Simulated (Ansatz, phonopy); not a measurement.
# Quasi-harmonic thermodynamics of K (Im-3m)

How much does K expand with temperature?

Experimental results on record:
- heat capacity C_P per formula unit 29.4 J/mol/K near room temperature (given in “High-Throughput Prediction of Finite-Temperature Properties using the Quasi-Harmonic Approximation”, 2016, arXiv:1603.06924)

Main program and level: Ansatz 0.2.0; DFT LDA, scalar-relativistic, plane waves, PAW, in the first sound run; inputs show where later runs differ.

This is a report of a sequence of runs, with most program output left out.

The database entry behind the starting cell lists a temperature near 5 K, so it need not match the best structure at ambient conditions.

### Step 1. The starting structure

Symmetry: Im-3m, No. 229, cubic system. The conventional cell has a = 5.225 Å, b = 5.225 Å, c = 5.225 Å, α = 90.00°, β = 90.00°, γ = 90.00°. Nearest to K lie 8 K at 4.52 Å.

### Step 2. Probe on a coarse mesh

Before spending time, one coarse run tells the gap and the pressure of the starting cell.

File input.yaml:

```yaml
crystal:
  lattice:
    - [-2.6125, 2.6125, 2.6125]
    - [2.6125, -2.6125, 2.6125]
    - [2.6125, 2.6125, -2.6125]
  atoms:
    - { symbol: K, position: [0.0, 0.0, 0.0] }
kpoints:
  mp_grid: { grid: [6, 6, 6] }
hamiltonian:
  xc: lda
scf:
  occupations: { method: gaussian, width: 0.1 }
output:
  forces: true
  stress: true
  eigenvalues: true
```

Run with:

```
$ ansatz run input.yaml --threads 4 --pin off --max-ram 16384MiB --backend cpu --events-out ev --progress --plain --runs-dir out
```

It took 1.3 s on 4 threads of Intel Xeon Platinum 8488C (Sapphire Rapids), shared host; peak memory 0.33 GiB.

Numbers from this step:

* pressure: -0.3588 GPa
* volume per atom: 71.32 Å³
* gap on the k-mesh: 0 eV

The start is under -0.36 GPa at this level and looks like a metal on this mesh.

### Step 3. Relaxation

Phonons are second derivatives about a minimum, so cell and atoms are relaxed first, inside the symmetry of the start.

input.yaml, the sections that differ from step 2:

```yaml
kpoints:
  mp_grid: { grid: [12, 12, 12] }
output:
  forces: true
  stress: true
  eigenvalues: true
  write_density: true
  write_potential: true
  elf: true
  volumetric_format: npy
relax:
  adjacent_minimum: "off"
  f_tol: 0.005
  max_steps: 80
  cell: { stress_tol: 0.05 }
# crystal, hamiltonian, scf: as in step 2
```

The job ended after 3.4 s (4 threads; peak memory 0.43 GiB).

Step by step:

```tsv
step	energy less that of the first step (eV)	largest force component (eV/Å)	pressure (GPa)	volume (Å³)
1	0.0000	0.0000	-0.39	71.32
2	-0.0019	0.0000	-0.35	70.51
3	-0.0092	0.0000	0.07	63.18
4	-0.0094	0.0000	-0.01	64.34
5*	-0.0094	0.0000	-0.01	64.34
```

Relaxation steps marked * repeat the geometry before them on a plane-wave basis chosen anew for their cell, so energy and pressure can jump there.

```tsv
conventional cell, symmetrised	before	after	change
a (Å)	5.225	5.049	-3.4 %
b (Å)	5.225	5.049	-3.4 %
c (Å)	5.225	5.049	-3.4 %
volume (Å³/atom)	71.32	64.34	-9.8 %
```

The relaxed structure:

```xyz
1
Lattice="-2.5243 2.5243 2.5243 2.5243 -2.5243 2.5243 2.5243 2.5243 -2.5243" Properties=species:S:1:pos:R:3 pbc="T T T"
K     0.0000    0.0000    0.0000
```

Numbers from this step:

```yaml
pressure: -0.01105 GPa
volume_per_atom: 64.34 Å³
```

Valence density in the ac plane of the conventional cell at fractional y = 0.000, with atoms of K within 0.2 Å of it. It is the smooth field of the valence electrons, not physical close to the nuclei.

Ten steps, logarithmic in the rise over the least value, from '_' (0.0 e/Å³) to '@' (4.2 e/Å³), each cell a mean:
```
@@@@**--____________..++%%@@
%%##++::____________..--**%%
++==::..______________..--++
::..____________________....
____________________________
____________________________
____________________________
____________________________
____________________________
____________________________
--::..________________..::--
##**--..______________::++**
@@%%**::____________..==##@@
@@@@##--____________::++%%@@
```
Columns run along a (5.0 Å), rows up along c (5.0 Å), edges of the conventional cell, whose origin can differ from the input's. Atoms in or near the plane, at fractional coordinates: K at (0.00, 0.00).

Electrostatic potential energy in the ac plane of the conventional cell at fractional y = 0.000, with atoms of K within 0.2 Å of it. With pseudopotentials it is smooth inside the atoms' cores, unlike the true potential.

Ten even steps from '_' (-42 eV) to '@' (5 eV), each cell a mean:
```
__..++%%@@@@@@@@@@@@@@##::__
::==##@@@@@@@@@@@@@@@@%%**::
##%%%%@@@@@@@@@@@@@@@@@@%%##
@@@@@@@@@@@@@@@@@@@@@@@@@@@@
@@@@@@@@@@@@@@@@@@@@@@@@@@@@
@@@@@@@@@@@@@@@@@@@@@@@@@@@@
@@@@@@@@@@@@@@@@@@@@@@@@@@@@
@@@@@@@@@@@@@@@@@@@@@@@@@@@@
@@@@@@@@@@@@@@@@@@@@@@@@@@@@
@@@@@@@@@@@@@@@@@@@@@@@@@@@@
%%%%@@@@@@@@@@@@@@@@@@@@@@%%
++**%%@@@@@@@@@@@@@@@@%%##++
__::**%%@@@@@@@@@@@@@@%%==..
____++%%@@@@@@@@@@@@@@##::__
```
Columns run along a (5.0 Å; values clipped at the 3rd and 97th percentile), rows up along c (5.0 Å), edges of the conventional cell, whose origin can differ from the input's. Atoms in or near the plane, at fractional coordinates: K at (0.00, 0.00).

ELF in the ac plane of the conventional cell at fractional y = 0.000, with atoms of K within 0.2 Å of it. It is the smooth field of the valence electrons, not physical close to the nuclei.

Ten even steps from '_' (0.06) to '@' (0.86), each cell a mean:
```
%%@@%%--____--==..__..**@@@@
@@@@**..__..====::____==%%@@
##++::____::==++--..__..==**
..______..--++++==::______..
______..--==++++++==::..____
..::--====++====++++==--::..
====++++++++======++++++====
----==++++++======++++====--
____..--==++++++++==--::..__
________::==++++==--..______
==::______--++++==..____..--
@@%%==____..==++--____::**%%
@@@@%%::____--==::____++@@@@
##@@@@==____--==..__..##@@%%
```
Columns run along a (5.0 Å), rows up along c (5.0 Å), edges of the conventional cell, whose origin can differ from the input's. Atoms in or near the plane, at fractional coordinates: K at (0.00, 0.00).

The relaxation ends with a pressure of -0.01 GPa.

### Step 4. A second relaxation

The relaxation is run once more from where the first one ended, as the script does after a large change of volume or of the gap, with mesh and occupations reviewed.

input.yaml, the sections that differ from step 3:

```yaml
crystal:
  lattice:
    - [-2.5243397268, 2.5243397268, 2.5243397268]
    - [2.5243397268, -2.5243397268, 2.5243397268]
    - [2.5243397268, 2.5243397268, -2.5243397268]
  atoms:
    - { symbol: K, position: [0.0, 0.0, 0.0] }
# kpoints, hamiltonian, scf, output, relax: as in step 3
```

Run time: 0.98 s. Hardware: 4 threads; peak memory 0.41 GiB; 3.2 s of CPU time.

Little changed from the start: no atom moved by 0.005 Å and no cell edge by 0.1 %.

Electrostatic potential energy in the ac plane of the conventional cell at fractional y = 0.000, with atoms of K within 0.2 Å of it. With pseudopotentials it is smooth inside the atoms' cores, unlike the true potential.

Ten even steps from '0' (-42 eV) to '9' (5 eV), each cell a mean:
```
01589999999720
24799999999862
78899999999987
99999999999999
99999999999999
99999999999999
99999999999999
99999999999999
99999999999999
99999999999999
88999999999998
56899999999875
02689999999841
00589999999720
```
Columns run along a (5.0 Å; values clipped at the 3rd and 97th percentile), rows up along c (5.0 Å), edges of the conventional cell, whose origin can differ from the input's. Atoms in or near the plane, at fractional coordinates: K at (0.00, 0.00).

Valence density in the ac plane of the conventional cell at fractional y = 0.000, with atoms of K within 0.2 Å of it. It is the smooth field of the valence electrons, not physical close to the nuclei.

Ten steps, logarithmic in the rise over the least value, from '_' (0.0 e/Å³) to '@' (4.2 e/Å³), each cell a mean:
```
@@@@**--____________..++%%@@
%%##++::____________..--**%%
++==::..______________..--++
::..____________________....
____________________________
____________________________
____________________________
____________________________
____________________________
____________________________
--::..________________..::--
##**--..______________::++**
@@%%**::____________..==##@@
@@@@##--____________::++%%@@
```
Columns run along a (5.0 Å), rows up along c (5.0 Å), edges of the conventional cell, whose origin can differ from the input's. Atoms in or near the plane, at fractional coordinates: K at (0.00, 0.00).

ELF in the ac plane of the conventional cell at fractional y = 0.000, with atoms of K within 0.2 Å of it. It is the smooth field of the valence electrons, not physical close to the nuclei.

Ten even steps from '0' (0.06) to '9' (0.86), each cell a mean:
```
89830034101699
99610144200489
75200245310146
10001355420001
00013455542100
12344544554321
44555544455544
33455544455443
00134555543210
00002455431000
42000355410013
98400145300268
99820034200599
79940034101798
```
Columns run along a (5.0 Å), rows up along c (5.0 Å), edges of the conventional cell, whose origin can differ from the input's. Atoms in or near the plane, at fractional coordinates: K at (0.00, 0.00).

### Step 5. Tight relaxation

The thresholds are tightened for a last relaxation ahead of the phonons, and where mesh or smearing change with them the cell follows.

input.yaml, the sections that differ from step 4:

```yaml
scf:
  occupations: { method: methfessel_paxton, width: 0.2 }
output:
  forces: true
  stress: true
  eigenvalues: true
relax:
  adjacent_minimum: "off"
  f_tol: 0.001
  max_steps: 60
  cell: { stress_tol: 0.01 }
# crystal, kpoints, hamiltonian: as in step 4
```

The job ended after 1.7 s (4 threads; peak memory 0.41 GiB; 5.6 s of CPU time).

Little changed from the start: no atom moved by 0.005 Å and no cell edge by 0.1 %.

This step gave:

| Item | Value |
| --- | --- |
| pressure | 7.11e-5 GPa |
| volume per atom | 64.17 Å³ |

The residual pressure is 7.1e-5 GPa, small enough for phonons.

### Step 6. The quasi-harmonic study, functional LDA, q-mesh 2×2×2

The study relaxes the crystal at several strains, solves the phonons on some of them and minimises the free energy at each temperature (static energy, vibrations, the electrons in a metal, and PV under a set pressure); the q-mesh sets how far the force constants reach.

input.yaml, the sections that differ from step 5:

```yaml
crystal:
  lattice:
    - [-2.5220370413, 2.5220370413, 2.5220370413]
    - [2.5220370413, -2.5220370413, 2.5220370413]
    - [2.5220370413, 2.5220370413, -2.5220370413]
  atoms:
    - { symbol: K, position: [0.0, 0.0, 0.0] }
output:
  eigenvalues: true
phonons:
  method: dfpt
  qmesh: [2, 2, 2]
  temperatures: { t_max: 300.0, t_step: 25 }
  thermal_expansion: {}
# kpoints, hamiltonian, scf: as in step 5
# relax: removed
```

It took 2 min on 4 threads; peak memory 1.1 GiB; 7.1 min of CPU time.

This step gave:

| Property | Result |
| --- | --- |
| pressure | 3.97e-5 GPa |
| volume expansion coefficient at 298 K | 254.3 1e-6/K |
| C_P at 298 K | 28.00 J/mol-atom/K |
| entropy at 298 K | 63.37 J/mol-atom/K |
| isothermal bulk modulus at 298 K | 3.355 GPa |
| Grüneisen parameter at 298 K | 1.388 |
| volume at 298 K | 68.45 Å³/atom |
| principal linear expansion coefficients at 298 K | 84.77, 84.77, 84.77 1e-6/K |

Strained cells of the study; zero-point energy where phonons were solved; the pressures are stresses at a fixed cutoff and can carry an offset from the finite basis. Expansion cells, by row:

```tsv
cell	|a| (Å)	|b| (Å)	|c| (Å)	V (Å³/atom)	E - E_lowest (meV/atom)	pressure, compression positive (GPa)	gap (eV)	zero-point energy (meV/atom)
1	4.368	4.368	4.368	64.17	0	0	-	-
2	4.403	4.403	4.403	65.72	0.506	-0.103	-	-
3	4.334	4.334	4.334	62.65	0.522	0.112	-	-
4	4.369	4.369	4.369	64.18	0	-0.001	-	10.05
5	4.39	4.39	4.39	65.15	0.204	-0.066	-	9.856
6	4.417	4.417	4.417	66.36	0.992	-0.142	-	9.614
7	4.442	4.442	4.442	67.47	2.203	-0.205	-	9.395
8	4.467	4.467	4.467	68.61	3.87	-0.265	-	9.177
9	4.492	4.492	4.492	69.77	5.981	-0.32	-	8.959
10	4.325	4.325	4.325	62.29	0.81	0.141	-	-
11	4.347	4.347	4.347	63.23	0.198	0.068	-	-
12	4.528	4.528	4.528	71.45	9.746	-0.394	-	-
```

Quasi-harmonic; a, b, c are the run's own cell vectors. Expansion, by row:

```tsv
T (K)	a (Å)	b (Å)	c (Å)	alpha (deg)	beta (deg)	gamma (deg)	cell volume (Å³/cell)	alpha_a (1e-6/K)	alpha_b (1e-6/K)	alpha_c (1e-6/K)	alpha_V (1e-6/K)	C_P (J/mol-atom/K)	C_V (J/mol-atom/K)	S (J/mol-atom/K)	B_T (GPa)	B_S (GPa)	Grueneisen	extrapolation	fit error (1e-6/K)
0	4.379	4.379	4.379	109.5	109.5	109.5	64.64	0	0	0	0	0	0	0	4.4	4.4	-	0	0
25	4.38	4.38	4.38	109.5	109.5	109.5	64.7	30.99	30.99	30.99	92.96	12.48	12.45	7.379	4.37	4.39	1.273	0	0.01
50	4.385	4.385	4.385	109.5	109.5	109.5	64.91	52.21	52.21	52.21	156.6	20.57	20.37	19.07	4.3	4.35	1.293	0	0.02
75	4.391	4.391	4.391	109.5	109.5	109.5	65.19	59.94	59.94	59.94	179.8	23.23	22.82	28	4.22	4.29	1.304	0	0.03
100	4.398	4.398	4.398	109.5	109.5	109.5	65.49	64.03	64.03	64.03	192.1	24.43	23.82	34.86	4.13	4.23	1.313	0	0.03
125	4.405	4.405	4.405	109.5	109.5	109.5	65.81	66.96	66.96	66.96	200.9	25.14	24.33	40.39	4.04	4.17	1.321	0	0.03
150	4.413	4.413	4.413	109.5	109.5	109.5	66.15	69.46	69.46	69.46	208.4	25.66	24.63	45.02	3.95	4.11	1.33	0	0.03
175	4.421	4.421	4.421	109.5	109.5	109.5	66.5	71.83	71.83	71.83	215.5	26.08	24.83	49.01	3.85	4.05	1.338	0	0.05
200	4.429	4.429	4.429	109.5	109.5	109.5	66.87	74.2	74.2	74.2	222.6	26.48	24.98	52.52	3.75	3.98	1.348	0	0.06
225	4.437	4.437	4.437	109.5	109.5	109.5	67.25	76.65	76.65	76.65	229.9	26.85	25.09	55.66	3.66	3.91	1.357	0	0.08
250	4.446	4.446	4.446	109.5	109.5	109.5	67.64	79.24	79.24	79.24	237.7	27.23	25.19	58.51	3.56	3.84	1.367	0	0.08
275	4.455	4.455	4.455	109.5	109.5	109.5	68.05	82.01	82.01	82.01	246	27.62	25.27	61.12	3.45	3.77	1.378	0	0.07
298.1	4.463	4.463	4.463	109.5	109.5	109.5	68.45	84.77	84.77	84.77	254.3	28	25.34	63.37	3.35	3.71	1.388	0	0.1
300	4.464	4.464	4.464	109.5	109.5	109.5	68.48	85	85	85	255	28.04	25.34	63.54	3.35	3.7	1.389	0	0.11
```

Expansion coefficient against temperature; values in 1e-6/K:

```tsv
temperature (K)	volume	principal 1
0	0	0
25	93.0	31.0
50	157	52.2
75	180	59.9
100	192	64.0
125	201	67.0
150	208	69.5
175	215	71.8
200	223	74.2
225	230	76.7
250	238	79.2
275	246	82.0
298	254	84.8
300	255	85
```

At 298 K the volume expansion is 254 × 10⁻⁶/K and B_T is 3.35 GPa. The q-mesh is coarse, so this is a first estimate. The program raised the cutoff to 487.2 eV by itself: with no cutoff typed, the study takes about 1.16 times the default for its relaxations and scales it with the volume for the phonons.

### Step 7. Free-energy fit

This step: DFT LDA, scalar-relativistic, plane waves, PAW (phonopy 4.10.0).

The energy (each curve on its own zero) by volume; values in meV/atom:

```tsv
volume (Å³/atom)	static	F at 0 K	F at 300 K
64.18	0	0.54	4.35
65.15	0.2	0.55	3.04
66.36	0.99	1.1	1.91
67.47	2.2	2.09	1.34
68.61	3.87	3.54	1.18
69.77	5.98	5.43	1.43
```

Phonopy-qha, vinet fit of F(V) at each temperature. Qha vinet, by row:

```tsv
T (K)	fitted volume (Å³/atom)	alpha_V (1e-6/K)	B_T (GPa)	C_P (J/mol-atom/K)	Grueneisen
75	65.19	178.1	4.22	23.46	1.299
100	65.49	191.6	4.13	24.61	1.319
125	65.81	200.7	4.04	25.27	1.332
150	66.15	208.3	3.95	25.75	1.344
175	66.5	215.5	3.85	26.16	1.355
200	66.87	222.7	3.75	26.54	1.367
225	67.25	230.1	3.66	26.9	1.379
250	67.64	237.9	3.56	27.27	1.392
275	68.05	246.2	3.45	27.66	1.406
```

The volume expansion coefficient by temperature; values in 1e-6/K:

```tsv
temperature (K)	phonopy-qha, Vinet	Ansatz's own study
75.0	178	180
100.0	192	192
125.0	201	201
150.0	208	208
175.0	216	215
200.0	223	223
225.0	230	230
250.0	238	238
275.0	246	246
```

### Step 8. Phonons on strained cells, q-mesh 4×4×4

Thermal expansion follows from how the free energy of the vibrations (and of the electrons in a metal) changes with strain, so the program makes strained cells, their phonons and a fit in one run.

This step: DFT LDA, scalar-relativistic, plane waves, PAW (Ansatz 0.2.0).

input.yaml, as its differences from that of step 6:

```diff
@@ -17,3 +17,3 @@
   method: dfpt
-  qmesh: [2, 2, 2]
+  qmesh: [4, 4, 4]
   temperatures: { t_max: 300.0, t_step: 25 }
```

It took 8.3 min on 4 threads; peak memory 2.7 GiB.

This step gave:

```yaml
volume_expansion_coefficient_at_298_k: 249.5 1e-6/K
c_p_at_298_k: 27.92 J/mol-atom/K
entropy_at_298_k: 63.28 J/mol-atom/K
isothermal_bulk_modulus_at_298_k: 3.380 GPa
grueneisen_parameter_at_298_k: 1.371
volume_at_298_k: 68.39 Å³/atom
principal_linear_expansion_coefficients_at_298_k: 83.18, 83.18, 83.18 1e-6/K
```

Strained cells of the study; zero-point energy where phonons were solved; the pressures are stresses at a fixed cutoff and can carry an offset from the finite basis. Expansion cells, by row:

```tsv
cell	|a| (Å)	|b| (Å)	|c| (Å)	V (Å³/atom)	E - E_lowest (meV/atom)	pressure, compression positive (GPa)	gap (eV)	zero-point energy (meV/atom)
1	4.368	4.368	4.368	64.17	0	0	-	-
2	4.403	4.403	4.403	65.72	0.506	-0.103	-	-
3	4.334	4.334	4.334	62.65	0.522	0.112	-	-
4	4.369	4.369	4.369	64.18	0	-0.001	-	10.08
5	4.39	4.39	4.39	65.15	0.204	-0.066	-	9.88
6	4.417	4.417	4.417	66.34	0.975	-0.14	-	9.643
7	4.441	4.441	4.441	67.44	2.163	-0.204	-	9.427
8	4.466	4.466	4.466	68.57	3.801	-0.263	-	9.212
9	4.491	4.491	4.491	69.71	5.875	-0.318	-	8.996
10	4.325	4.325	4.325	62.29	0.81	0.141	-	-
11	4.347	4.347	4.347	63.23	0.198	0.068	-	-
12	4.527	4.527	4.527	71.4	9.613	-0.391	-	-
```

Quasi-harmonic; a, b, c are the run's own cell vectors. Expansion, by row:

```tsv
T (K)	a (Å)	b (Å)	c (Å)	alpha (deg)	beta (deg)	gamma (deg)	cell volume (Å³/cell)	alpha_a (1e-6/K)	alpha_b (1e-6/K)	alpha_c (1e-6/K)	alpha_V (1e-6/K)	C_P (J/mol-atom/K)	C_V (J/mol-atom/K)	S (J/mol-atom/K)	B_T (GPa)	B_S (GPa)	Grueneisen	extrapolation	fit error (1e-6/K)
0	4.379	4.379	4.379	109.5	109.5	109.5	64.64	0	0	0	0	0	0	0	4.4	4.4	-	0	0
25	4.38	4.38	4.38	109.5	109.5	109.5	64.7	30.56	30.56	30.56	91.68	12.45	12.42	7.364	4.38	4.39	1.259	0	0.01
50	4.385	4.385	4.385	109.5	109.5	109.5	64.91	51.63	51.63	51.63	154.9	20.55	20.35	19.04	4.3	4.35	1.281	0	0.02
75	4.391	4.391	4.391	109.5	109.5	109.5	65.18	59.29	59.29	59.29	177.9	23.21	22.81	27.95	4.22	4.29	1.292	0	0.03
100	4.398	4.398	4.398	109.5	109.5	109.5	65.48	63.32	63.32	63.32	189.9	24.41	23.82	34.81	4.14	4.24	1.3	0	0.03
125	4.405	4.405	4.405	109.5	109.5	109.5	65.8	66.17	66.17	66.17	198.5	25.12	24.33	40.34	4.05	4.18	1.308	0	0.03
150	4.412	4.412	4.412	109.5	109.5	109.5	66.13	68.6	68.6	68.6	205.8	25.63	24.63	44.97	3.96	4.12	1.316	0	0.03
175	4.42	4.42	4.42	109.5	109.5	109.5	66.48	70.88	70.88	70.88	212.6	26.05	24.83	48.95	3.86	4.05	1.325	0	0.05
200	4.428	4.428	4.428	109.5	109.5	109.5	66.84	73.15	73.15	73.15	219.5	26.44	24.98	52.45	3.77	3.99	1.333	0	0.06
225	4.436	4.436	4.436	109.5	109.5	109.5	67.21	75.49	75.49	75.49	226.5	26.81	25.09	55.59	3.67	3.92	1.342	0	0.08
250	4.445	4.445	4.445	109.5	109.5	109.5	67.6	77.95	77.95	77.95	233.9	27.18	25.19	58.43	3.58	3.86	1.351	0	0.08
275	4.454	4.454	4.454	109.5	109.5	109.5	68	80.57	80.57	80.57	241.7	27.55	25.27	61.04	3.48	3.79	1.361	0	0.06
298.1	4.462	4.462	4.462	109.5	109.5	109.5	68.39	83.18	83.18	83.18	249.5	27.92	25.34	63.28	3.38	3.72	1.371	0	0.1
300	4.463	4.463	4.463	109.5	109.5	109.5	68.42	83.39	83.39	83.39	250.2	27.95	25.34	63.45	3.37	3.72	1.372	0	0.1
```

Expansion coefficient against temperature; values in 1e-6/K:

```tsv
temperature (K)	volume	principal 1
0	0	0
25	91.7	30.6
50	155	51.6
75	178	59.3
100	190	63.3
125	199	66.2
150	206	68.6
175	213	70.9
200	219	73.2
225	226	75.5
250	234	78.0
275	242	80.6
298	250	83.2
300	250	83.4
```

Changing the q-mesh (2×2×2 → 4×4×4) takes the volume expansion at 298 K from 254 to 250 × 10⁻⁶/K and B_T from 3.35 to 3.38 GPa.

### Step 9. Free-energy fit

This step: DFT LDA, scalar-relativistic, plane waves, PAW (phonopy 4.10.0).

Table of energy (each curve on its own zero) by volume; values in meV/atom:

```tsv
volume (Å³/atom)	static	F at 0 K	F at 300 K
64.18	0	0.54	4.27
65.15	0.2	0.54	2.97
66.34	0.97	1.08	1.87
67.44	2.16	2.05	1.32
68.57	3.8	3.48	1.17
69.71	5.87	5.33	1.41
```

Phonopy-qha, vinet fit of F(V) at each temperature. Qha vinet, by row:

```tsv
T (K)	fitted volume (Å³/atom)	alpha_V (1e-6/K)	B_T (GPa)	C_P (J/mol-atom/K)	Grueneisen
75	65.18	176.2	4.22	23.44	1.287
100	65.48	189.4	4.13	24.59	1.306
125	65.8	198.3	4.05	25.25	1.319
150	66.13	205.7	3.96	25.73	1.33
175	66.48	212.7	3.86	26.13	1.341
200	66.84	219.5	3.77	26.5	1.353
225	67.21	226.6	3.67	26.86	1.364
250	67.6	234	3.58	27.22	1.376
275	68	241.8	3.48	27.59	1.389
```

Volume expansion coefficient against temperature; values in 1e-6/K:

```tsv
temperature (K)	phonopy-qha, Vinet	Ansatz's own study
75.0	176	178
100.0	189	190
125.0	198	199
150.0	206	206
175.0	213	213
200.0	220	219
225.0	227	226
250.0	234	234
275.0	242	242
```

(Continued in part 2 of 2.)

[Logs are printed without paths, hosts, clocks, repeated set-up lines and the standing remarks that a program may print on its own settings, such as how far it seeks lower states.]

[Hosts, paths, dates, database ids (printed as entryN), source tags and the programs' standing remarks are cut or masked in the printed files.]

[A step with changed settings may run another functional than the one named; its input shows which.]
